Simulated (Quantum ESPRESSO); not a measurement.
**The states of the two spins in NiAgO2**

Wanted: the exchange-split electronic structure of NiAgO2.

Method: LDA with U = 6 eV on Ni d (ortho-atomic projectors); plane waves with GBRV 1.5 LDA potentials, no spin-orbit coupling, in Quantum ESPRESSO 7.5.

### 1. The structure

The structure is hexagonal, space group P6_3/mmc (No. 194). Conventional cell: a = 2.999 Å, b = 2.999 Å, c = 12.315 Å, α = 90.00°, β = 90.00°, γ = 120.00°. Nearest to Ni lie 6 O at 2.00 Å. Nearest to Ag lie 2 O at 2.07 Å. Nearest to O lie 3 Ni at 2.00 Å and 1 Ag at 2.07 Å. Farther neighbours and most contacts between anions are not listed.

The cell comes from Materials Project 2023-11-01, a database of computed structures, and need not be the stable phase.

### 2. Ground-state run

This state came out lowest in a comparison of starts that is told elsewhere.

File pw.in:

```
&CONTROL
  calculation = 'scf'
  prefix = 'pwscf'
  outdir = './tmp'
  pseudo_dir = './pseudo'
  disk_io = 'low'
/
&SYSTEM
  ibrav = 0
  celldm(1) = 8
  nat = 8
  ntyp = 3
  ecutwfc = 40
  ecutrho = 280
  nbnd = 68
  occupations = 'smearing'
  smearing = 'fd'
  degauss = 0.00367493
  nspin = 2
  starting_magnetization(1) = 0.1111
  starting_magnetization(2) = 0
  starting_magnetization(3) = 0
/
&ELECTRONS
  conv_thr = 1.6d-08
  electron_maxstep = 150
  mixing_beta = 0.3
/
ATOMIC_SPECIES
Ni     58.6934 ni_lda_v1.4.uspp.F.UPF
Ag    107.8682 ag_lda_v1.4.uspp.F.UPF
O      15.9990 o_lda_v1.2.uspp.F.UPF
CELL_PARAMETERS alat
   0.7084495780681    0.0000000000000    0.0000000000000
  -0.3542247890223    0.6135353318995    0.0000000000000
   0.0000000000000    0.0000000000000    2.9090271524980
ATOMIC_POSITIONS crystal
Ni      0.0000000000    0.0000000000    0.5000000000
Ni      0.0000000000    0.0000000000    0.0000000000
Ag      0.6666666700    0.3333333300    0.7500000000
Ag      0.3333333300    0.6666666700    0.2500000000
O       0.3333333300    0.6666666700    0.4180620000
O       0.6666666700    0.3333333300    0.9180620000
O       0.6666666700    0.3333333300    0.5819380000
O       0.3333333300    0.6666666700    0.0819380000
K_POINTS automatic
8 8 2 0 0 0
HUBBARD {ortho-atomic}
U Ni-3d 6.0000
```

Command:

```console
$ OMP_NUM_THREADS=1 mpirun -n 4 pw.x -nk 4 -in pw.in > pw.out
```

The program printed:

```text
Program PWSCF v.7.5 starts

     Message from routine setup:
     using ibrav=0 with symmetry is DISCOURAGED, use correct ibrav instead

     K-points division:     npool     =       4
     Subspace diagonalization in iterative solution of the eigenvalue problem:

     bravais-lattice index     =            0
     lattice parameter (alat)  =       8.0000  a.u.
     unit-cell volume          =     647.3904 (a.u.)^3
     number of atoms/cell      =            8
     number of atomic types    =            3
     number of electrons       =        98.00
     number of Kohn-Sham states=           68
     kinetic-energy cutoff     =      40.0000  Ry
     charge density cutoff     =     280.0000  Ry
     scf convergence threshold =      1.6E-08
     mixing beta               =       0.3000
     number of iterations used =            8  plain     mixing
     Exchange-correlation= SLA  PZ   NOGX NOGC
                           (   1   1   0   0   0   0   0)
     Hubbard projectors: ortho-atomic
     Hubbard parameters of DFT+U (Dudarev formulation) in eV:
     U(Ni-3d) =  6.0000

     Internal variables: lda_plus_u =T, lda_plus_u_kind = 0

     Internal variables: orbital_resolved =F, hub_pot_fix =F, apply_U = F

     celldm(1)=   8.000000  celldm(2)=   0.000000  celldm(3)=   0.000000
     celldm(4)=   0.000000  celldm(5)=   0.000000  celldm(6)=   0.000000

     crystal axes: (cart. coord. in units of alat)
               a(1) = (   0.708450   0.000000   0.000000 )
               a(2) = (  -0.354225   0.613535   0.000000 )
               a(3) = (   0.000000   0.000000   2.909027 )

     reciprocal axes: (cart. coord. in units 2 pi/alat)
               b(1) = (  1.411533  0.814949 -0.000000 )
               b(2) = (  0.000000  1.629898  0.000000 )
               b(3) = (  0.000000 -0.000000  0.343758 )

     PseudoPot. # 1 for Ni read from file:
     ni_lda_v1.4.uspp.F.UPF
     Pseudo is Ultrasoft + core correction, Zval = 18.0

     PseudoPot. # 2 for Ag read from file:
     ag_lda_v1.4.uspp.F.UPF
     Pseudo is Ultrasoft + core correction, Zval = 19.0

     PseudoPot. # 3 for O  read from file:
     o_lda_v1.2.uspp.F.UPF
     Pseudo is Ultrasoft + core correction, Zval =  6.0

     atomic species   valence    mass     pseudopotential
     Ni               18.00    58.69340     Ni( 1.00)
     Ag               19.00   107.86820     Ag( 1.00)
     O                 6.00    15.99900     O ( 1.00)

     Starting magnetic structure
     atomic species   magnetization
     Ni              0.111
     Ag              0.000
     O               0.000

     24 Sym. Ops., with inversion, found (12 have fractional translation)

   Cartesian axes

     site n.     atom                  positions (alat units)
         1        Ni     tau(   1) = (   0.0000000   0.0000000   1.4545136  )
         2        Ni     tau(   2) = (   0.0000000   0.0000000   0.0000000  )
         3        Ag     tau(   3) = (   0.3542248   0.2045118   2.1817704  )
         4        Ag     tau(   4) = (  -0.0000000   0.4090236   0.7272568  )
         5        O      tau(   5) = (  -0.0000000   0.4090236   1.2161537  )
         6        O      tau(   6) = (   0.3542248   0.2045118   2.6706673  )
         7        O      tau(   7) = (   0.3542248   0.2045118   1.6928734  )
         8        O      tau(   8) = (  -0.0000000   0.4090236   0.2383599  )

     number of k points=    20  Fermi-Dirac smearing, width (Ry)=  0.0037
                       cart. coord. in units 2pi/alat
        k(    1) = (   0.0000000   0.0000000   0.0000000), wk =   0.0078125
        k(    2) = (   0.0000000   0.0000000  -0.1718788), wk =   0.0078125
        k(    3) = (   0.0000000   0.2037372   0.0000000), wk =   0.0468750
        k(    4) = (   0.0000000   0.2037372  -0.1718788), wk =   0.0468750
        k(    5) = (   0.0000000   0.4074745   0.0000000), wk =   0.0468750
        [... 15 further k-points ...]

     Dense  grid:    51111 G-vectors     FFT dimensions: (  32,  32, 128)

     Smooth grid:    22245 G-vectors     FFT dimensions: (  24,  24,  96)

     Check: negative core charge=   -0.000008
     Generating pointlists ...
     new r_m :   0.1953 (alat units)  1.5622 (a.u.) for type    1
     new r_m :   0.2017 (alat units)  1.6134 (a.u.) for type    2
     new r_m :   0.1953 (alat units)  1.5622 (a.u.) for type    3

     Initial potential from superposition of free atoms

     starting charge      92.9999, renormalised to      98.0000

     STARTING HUBBARD OCCUPATIONS:

     =================== HUBBARD OCCUPATIONS ===================
     ------------------------ ATOM    1 ------------------------
     Tr[ns(  1)] (up, down, total) =   5.00000  3.00000  8.00000
     Atomic magnetic moment for atom   1 =   2.00000
     [... lines left out ...]
     ------------------------ ATOM    2 ------------------------
     Tr[ns(  2)] (up, down, total) =   5.00000  3.00000  8.00000
     Atomic magnetic moment for atom   2 =   2.00000
     [... lines left out ...]
     Number of occupied Hubbard levels =   16.0000

     Atomic wfc used for Hubbard projectors are orthogonalized

     Starting wfcs are   68 randomized atomic wfcs

     Self-consistent Calculation

     iteration #  1     ecut=    40.00 Ry     beta= 0.30
     Davidson diagonalization with overlap
     ethr =  1.00E-02,  avg # of iterations =  5.5

     =================== HUBBARD OCCUPATIONS ===================
     ------------------------ ATOM    1 ------------------------
     Tr[ns(  1)] (up, down, total) =   4.75557  4.51426  9.26983
     Atomic magnetic moment for atom   1 =   0.24131
     [... lines left out ...]
     ------------------------ ATOM    2 ------------------------
     Tr[ns(  2)] (up, down, total) =   4.75557  4.51426  9.26983
     Atomic magnetic moment for atom   2 =   0.24131
     [... lines left out ...]
     Number of occupied Hubbard levels =   18.5397

     total energy              =   -1367.84494062 Ry
     estimated scf accuracy    <     102.15899815 Ry

     total magnetization       =     0.30 Bohr mag/cell
     absolute magnetization    =     1.20 Bohr mag/cell

     iteration #  2     ecut=    40.00 Ry     beta= 0.30
     Davidson diagonalization with overlap
     ethr =  1.00E-02,  avg # of iterations =  3.9

     total energy              =   -1383.94728480 Ry
     estimated scf accuracy    <     249.86744605 Ry

     total magnetization       =     0.16 Bohr mag/cell
     absolute magnetization    =     0.22 Bohr mag/cell

     [... further iterations left out ...]

     iteration # 18     ecut=    40.00 Ry     beta= 0.30
     Davidson diagonalization with overlap
     ethr =  1.83E-10,  avg # of iterations =  1.5

     total energy              =   -1406.34158181 Ry
     estimated scf accuracy    <       0.00000006 Ry

     total magnetization       =     2.00 Bohr mag/cell
     absolute magnetization    =     3.64 Bohr mag/cell

     iteration # 19     ecut=    40.00 Ry     beta= 0.30
     Davidson diagonalization with overlap
     ethr =  6.02E-11,  avg # of iterations =  1.1

     Magnetic moment per site  (integrated on atomic sphere of radius R)
     atom   1 (R=0.195)  charge= 15.4202  magn=  1.3421
     atom   2 (R=0.195)  charge= 15.4202  magn=  1.3421
     atom   3 (R=0.202)  charge= 15.3136  magn= -0.1002
     atom   4 (R=0.202)  charge= 15.3136  magn= -0.1002
     atom   5 (R=0.195)  charge=  5.3909  magn= -0.1344
     atom   6 (R=0.195)  charge=  5.3909  magn= -0.1344
     atom   7 (R=0.195)  charge=  5.3909  magn= -0.1344
     atom   8 (R=0.195)  charge=  5.3909  magn= -0.1344

     End of self-consistent calculation

     =================== HUBBARD OCCUPATIONS ===================
     ------------------------ ATOM    1 ------------------------
     Tr[ns(  1)] (up, down, total) =   4.78721  3.41997  8.20718
     Atomic magnetic moment for atom   1 =   1.36723
     [... lines left out ...]
     ------------------------ ATOM    2 ------------------------
     Tr[ns(  2)] (up, down, total) =   4.78721  3.41997  8.20718
     Atomic magnetic moment for atom   2 =   1.36723
     [... lines left out ...]
     Number of occupied Hubbard levels =   16.4144

     [... lines left out ...]
     the Fermi energy is    10.8148 ev

!    total energy              =   -1406.34158186 Ry
     estimated scf accuracy    <          4.7E-09 Ry
     smearing contrib. (-TS)   =      -0.00208765 Ry
     internal energy E=F+TS    =   -1406.33949421 Ry

     The total energy is F=E-TS. E is the sum of the following terms:
     one-electron contribution =    -834.92082185 Ry
     hartree contribution      =     463.11613349 Ry
     xc contribution           =    -155.42319459 Ry
     ewald contribution        =    -879.36213339 Ry
     Hubbard energy            =       0.25052213 Ry

     total magnetization       =     2.00 Bohr mag/cell
     absolute magnetization    =     3.64 Bohr mag/cell

     convergence has been achieved in  19 iterations

=------------------------------------------------------------------------------=
   JOB DONE.
=------------------------------------------------------------------------------=
```

It took 79 s on 4 MPI ranks of Arm Neoverse V1, shared host; peak memory 0.65 GiB; 5.3 min of CPU time.

Spin moment in the atom's sphere by atom:

| atom | spin moment in the atom's sphere (μB) |
| --- | --- |
| Ni1 | 1.34 |
| Ni2 | 1.34 |
| Ag3 | -0.10 |
| Ag4 | -0.10 |
| O5 | -0.13 |
| O6 | -0.13 |
| O7 | -0.13 |
| O8 | -0.13 |

This step gave:

- smearing term TS: 0.02840 eV
- magnetization: 2 μB
- absolute magnetization: 3.637 μB
- final state: ferromagnetic

[end of part 1 of 2]

[Logs and program files are shortened in this print: banners, set-up blocks, solver, clock and traceback lines can be left out without a mark of their own.]

[Logs are printed without paths, hosts, clocks, repeated set-up lines and the standing remarks that a program may print on its own settings, such as how far it seeks lower states.]

[Hosts, paths, dates, database ids (printed as entryN), source tags and the programs' standing remarks are cut or masked in the printed files.]

[Where a cell is said to come from a database of computed structures, the database is the Materials Project.]
